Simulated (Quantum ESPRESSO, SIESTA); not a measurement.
# Out-of-plane response of hcp Ru under biaxial strain, QE, PBEsol

Calculated with Quantum ESPRESSO 7.5: PBEsol; plane waves, GBRV 1.5 ultrasoft, 45/270 Ry; k-mesh 13×13×7. The first two cell vectors are strained alike from typed lattice constants; the third vector's length and the atoms are relaxed. The typed cell isn't stress-free: at zero strain the reference's in-plane stress is -7.4 GPa, compression positive.

| in-plane strain (%) | 100 ln(c/c at zero strain) |
| --- | --- |
| -4 | 2.164 |
| -3 | 1.603 |
| -2 | 1.062 |
| -1 | 0.531 |
| 0 | 0 |
| +1 | -0.523 |
| +2 | -1.083 |
| +3 | ? |
| +4 | -2.255 |

Task: Fit a second-order form in the logarithmic strain to the rows given and interpolate to the withheld row.

**Working.**

With u = ln[(1 + ε)/(1 + ε0)], counted from the row at ε0 = +0 % where y0 = 0, a second-order form y = y0 + a u + b u² makes v = (y − y0)/u a line in u.

| u | v |
| --- | --- |
| -0.0408220 | -53.0106 |
| -0.0304592 | -52.6278 |
| -0.0202027 | -52.5672 |
| -0.0100503 | -52.8341 |
| 0.00995033 | -52.5611 |
| 0.0198026 | -54.6897 |
| 0.0392207 | -57.4951 |

With n = 7: mean u = -0.00465151, mean v = -53.6837, Σ(u − ū)² = 0.0049813, Σ(u − ū)(v − v̄) = -0.24897. Slope b = -0.24897 / 0.0049813 = -49.981; intercept a = v̄ − b ū = -53.916.

At the withheld row u = 0.02956, v = a + b u = -55.39, and y = y0 + u v.

Prediction at +3: -1.637. The run gave -1.657, so the fit is high by 0.020 (1.2 % of the value).

The first-order term says that the third edge changes by -0.54 % for each per cent of in-plane stretch at ε0. The second-order term makes up 2.7 % of v at the withheld row. Among the rows given, the largest miss of the fit is at +4, by 0.063 (1.4 % of the range of the table).

Limits: The nuclei are static. The DFT runs use Fermi–Dirac occupations of width 0.1 eV, and energies are free energies.

[Hosts, paths, dates, database ids (printed as entryN), source tags and the programs' standing remarks are cut or masked in the printed files.]
